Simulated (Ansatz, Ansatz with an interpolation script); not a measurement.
# Settings in Wannier-interpolated G0W0: Tl2SnCl6 (Fm-3m), part 2 of 2

Aim: vary the Wannier model and the GW settings for Tl2SnCl6 (Fm-3m) and see what the interpolated bands lose.

Ansatz 0.2.0; maximally localised Wannier functions, LDA, plane waves, PAW; PAW set soft_1. Known limits of the many-body steps: not at the basis limit; no spin-orbit coupling; coarse k mesh.

So far. Step 3 (Wannier model on 4×4×4): Near the gap the model misses directly solved bands by 1.9 meV r.m.s. and by 27 meV at most in the window tested. This tests the starting bands, not the corrections carried with them. Step 5 (G0W0: 4×4×4 mesh, 1033 empty bands, screening to 150 …): The G0W0 gap on the mesh is 4.806 eV.

The database entry behind the starting cell is an old determination (1935), so it need not match the best structure at ambient conditions.

## Step 6: G0W0: 2×2×2 mesh, 1033 empty bands, screening to 150 eV, PAW set soft_1 files

Level of this step: G0W0 on LDA, plane waves, PAW; PAW set soft_1 (Ansatz).

Contents of input.yaml:

```yaml
crystal:
  lattice:
    - [0.0, 4.985, 4.985]
    - [4.985, 0.0, 4.985]
    - [4.985, 4.985, 0.0]
  atoms:
    - { symbol: Tl, position: [0.25, 0.25, 0.25] }
    - { symbol: Tl, position: [0.75, 0.75, 0.75] }
    - { symbol: Sn, position: [0.0, 0.0, 0.0] }
    - { symbol: Cl, position: [0.76, 0.24, 0.24] }
    - { symbol: Cl, position: [0.24, 0.76, 0.24] }
    - { symbol: Cl, position: [0.24, 0.76, 0.76] }
    - { symbol: Cl, position: [0.76, 0.24, 0.76] }
    - { symbol: Cl, position: [0.24, 0.24, 0.76] }
    - { symbol: Cl, position: [0.76, 0.76, 0.24] }
kpoints:
  mp_grid: { grid: [2, 2, 2] }
hamiltonian:
  xc: lda
  pseudopotentials: { kind: paw, azcp: { folder: soft_1 }, xc_functional: pbe }
scf:
  occupations: { method: fixed }
gw:
  n_empty_bands: 1033
  ecut_chi: 150.0
  qp_bands: [v19, c7]
  screening: { model: contour_deformation }
```

Launch:

```bash
> ansatz run input.yaml --threads 2 --pin off --max-ram 92160MiB --backend cuda --events-out ev --progress --plain --runs-dir out --devices 1 --max-vram 13GiB
```

Numbers of over 12 decimals in the logs are rounded to 6 here.

What it wrote:

```text
GPUs: using 1 of 1 available (devices: 1).
[...]
GPU FFT provider: cuFFT
GPU libraries: cuBLAS 13.8.2, cuFFT 12.4.0, cuSOLVER 12.3.4
Crystal: 9 atoms, lattice volume = 247.757 Å³
Basis set: ecut = 420 eV, 4909 PW (Γ)
Bands: 50, of which v1, the nominal top of the filled ones, is band 41 counted from 1 (40 counted from 0)
Symmetry: 48 space group operations
[...]
k-points: 3 of 8
[...]
0    30      0.4068   -18.8562     3.5395   -14.1615  0.7137    -0.7845    -0.7484  root
[...]
2    45      8.2467    -7.6619    -3.6789   -12.2232  0.8067     9.1402     9.1291  root
     2    46      8.2467    -7.6619    -3.6789   -12.2232  0.8067     9.1402     9.1291  root
     2    47      8.7009    -6.8985    -3.8267   -11.7017  0.8075     9.6922     9.6774  root
     2    48      8.7009    -6.8985    -3.8267   -11.7017  0.8075     9.6922     9.6774  root
[key lines of the parts left out:]
SCF converged after 9 iterations
Free energy (F): -34448.716136 eV
Fermi energy:    2.993645 eV
```

Run time: 21 s. Hardware: 1 × NVIDIA H100 80GB HBM3 (shared by 6 runs) with 2 threads of AMD EPYC 7R13 (Zen 3), shared host; peak memory 2 GiB; 26 s of CPU time.

The G0W0 gap on the mesh is 4.773 eV.

## Step 7: G0W0: 4×4×4 mesh, 480 empty bands, screening to 90 eV, PAW set soft_1 files

Edit input.yaml of step 6 so:

```diff
@@ -16,3 +16,3 @@
 kpoints:
-  mp_grid: { grid: [2, 2, 2] }
+  mp_grid: { grid: [4, 4, 4] }
 hamiltonian:
@@ -23,4 +23,4 @@
 gw:
-  n_empty_bands: 1033
-  ecut_chi: 150.0
+  n_empty_bands: 480
+  ecut_chi: 90
   qp_bands: [v19, c7]
```

What it wrote:

```text
GPUs: using 1 of 1 available (devices: 1).
[...]
GPU FFT provider: cuFFT
GPU libraries: cuBLAS 13.8.2, cuFFT 12.4.0, cuSOLVER 12.3.4
Crystal: 9 atoms, lattice volume = 247.757 Å³
Basis set: ecut = 420 eV, 4909 PW (Γ)
Bands: 50, of which v1, the nominal top of the filled ones, is band 41 counted from 1 (40 counted from 0)
Symmetry: 48 space group operations
[...]
k-points: 8 of 64
[...]
0    30      0.3910   -18.8664     3.6887   -14.1742  0.7177    -0.6531    -0.6124  root
[...]
7    45      8.1377    -6.3533    -3.4987   -10.9509  0.8212     9.2519     9.2366  root
     7    46      8.3543    -6.4479    -3.5384   -11.1058  0.8185     9.4906     9.4738  root
     7    47      8.4378    -7.3258    -3.5216   -11.9457  0.8128     9.5527     9.5361  root
     7    48      8.4378    -7.3258    -3.5216   -11.9457  0.8128     9.5527     9.5361  root
[key lines of the parts left out:]
SCF converged after 9 iterations
Free energy (F): -34448.858772 eV
Fermi energy:    2.970963 eV
```

It took 31 s on 1 × NVIDIA H100 80GB HBM3 (shared by 6 runs) with 2 threads; peak memory 1.8 GiB; 40 s of CPU time.

The G0W0 gap on the mesh is 4.782 eV.

## Step 8: G0W0: 4×4×4 mesh, 1033 empty bands, screening to 150 eV, plasmon pole, PAW set soft_1 files

Edit input.yaml of step 7 so:

```diff
@@ -23,5 +23,5 @@
 gw:
-  n_empty_bands: 480
-  ecut_chi: 90
+  n_empty_bands: 1033
+  ecut_chi: 150.0
   qp_bands: [v19, c7]
-  screening: { model: contour_deformation }
+  screening: { model: godby_needs }
```

What it wrote:

```text
GPUs: using 1 of 1 available (devices: 1).
[...]
GPU FFT provider: cuFFT
GPU libraries: cuBLAS 13.8.2, cuFFT 12.4.0, cuSOLVER 12.3.4
Crystal: 9 atoms, lattice volume = 247.757 Å³
Basis set: ecut = 420 eV, 4909 PW (Γ)
Bands: 50, of which v1, the nominal top of the filled ones, is band 41 counted from 1 (40 counted from 0)
Symmetry: 48 space group operations
[...]
k-points: 8 of 64
[...]
0    30      0.3910   -18.8664     3.3727   -14.1742  0.7708    -0.9450    -0.9283  root
[...]
7    45      8.1377    -6.3533    -3.5421   -10.9509  0.8354     9.1993     9.1932  root
     7    46      8.3543    -6.4479    -3.5806   -11.1058  0.8344     9.4389     9.4316  root
     7    47      8.4378    -7.3258    -3.5833   -11.9457  0.8294     9.4811     9.4744  root
     7    48      8.4378    -7.3258    -3.5833   -11.9457  0.8294     9.4811     9.4744  root
[key lines of the parts left out:]
SCF converged after 9 iterations
Free energy (F): -34448.858772 eV
Fermi energy:    2.970963 eV
```

The job ended after 5.8 min (1 × NVIDIA H100 80GB HBM3 (shared by 6 runs) with 2 threads; peak memory 9.5 GiB).

The G0W0 gap on the mesh is 4.930 eV.

## Step 9: Interpolated results

Times are wall times on 1 × NVIDIA H100 80GB HBM3 (shared by 6 runs) with 2 threads of AMD EPYC 7R13 (Zen 3), shared host, good to a factor of about two.

| GW mesh | empty bands | cutoff (eV) | frequency | gap on mesh (eV) | gap over zone (eV) | direct gap (eV) | valence width (eV) | GW time |
| --- | --- | --- | --- | --- | --- | --- | --- | --- |
| 4×4×4 | 1033 | 150 | contour deformation | 4.806 | 4.806 | 4.814 | 4.053 | 1.8 min |
| 2×2×2 | 1033 | 150 | contour deformation | 4.773 | 4.780 | 4.786 | 4.056 | 21 s |
| 4×4×4 | 480 | 90 | contour deformation | 4.782 | 4.782 | 4.790 | 4.097 | 31 s |
| 4×4×4 | 1033 | 150 | plasmon pole | 4.930 | 4.930 | 4.939 | 4.211 | 5.8 min |

## Step 10: What came out

```json
{
 "4×4×4 mesh, 1033 empty bands, screening to 150 eV, PAW set soft_1 files": "4.81 eV",
 "2×2×2 mesh, 1033 empty bands, screening to 150 eV, PAW set soft_1 files": "4.78 eV",
 "4×4×4 mesh, 480 empty bands, screening to 90 eV, PAW set soft_1 files": "4.78 eV",
 "4×4×4 mesh, 1033 empty bands, screening to 150 eV, plasmon pole, PAW set soft_1 files": "4.93 eV"
}
```

What this shows: The largest change, +0.12 eV in the gap over the zone, comes with 4×4×4 mesh, 1033 empty bands, screening to 150 eV, plasmon pole, PAW set soft_1 files. The first run is a reference, not a converged one, and where a row moves several settings no single cause can be named. Rows on another GW mesh add that mesh's corrections to the bands of the one model. Coarser Wannier mesh (4×4×4): the miss near the gap goes from under 1 (the model on 8×8×8) to 2 meV and the total spread from 61.0 to 58.5 Å². With 2×2×2 mesh, 1033 empty bands, screening to 150 eV, PAW set soft_1 files the gap over the zone moves by −0.03 eV and that on the mesh by −0.03 eV. With 4×4×4 mesh, 480 empty bands, screening to 90 eV, PAW set soft_1 files the gap over the zone moves by −0.02 eV and that on the mesh by −0.02 eV. With 4×4×4 mesh, 1033 empty bands, screening to 150 eV, plasmon pole, PAW set soft_1 files the gap over the zone moves by +0.12 eV and that on the mesh by +0.12 eV. Gaps over the zone and on the mesh differ where an edge lies off the mesh, or where a GW run starts from another density: the starting gap over the zone is 2.659 eV, on the GW meshes it is 2.659 eV and 2.651 eV. The many-body steps are scalar-relativistic: spin-orbit coupling is not in them.

[Paths, hosts, dates, memory and timing lines, banners, echoed tables and standing remarks are left out of the program output.]

[Logs are printed without paths, hosts, clocks, repeated set-up lines and the standing remarks that a program may print on its own settings, such as how far it seeks lower states.]

[Runs of the session that timed out or met a known fault of the program may be left out.]

[Hosts, paths, dates, database ids (printed as entryN), source tags and the programs' standing remarks are cut or masked in the printed files.]
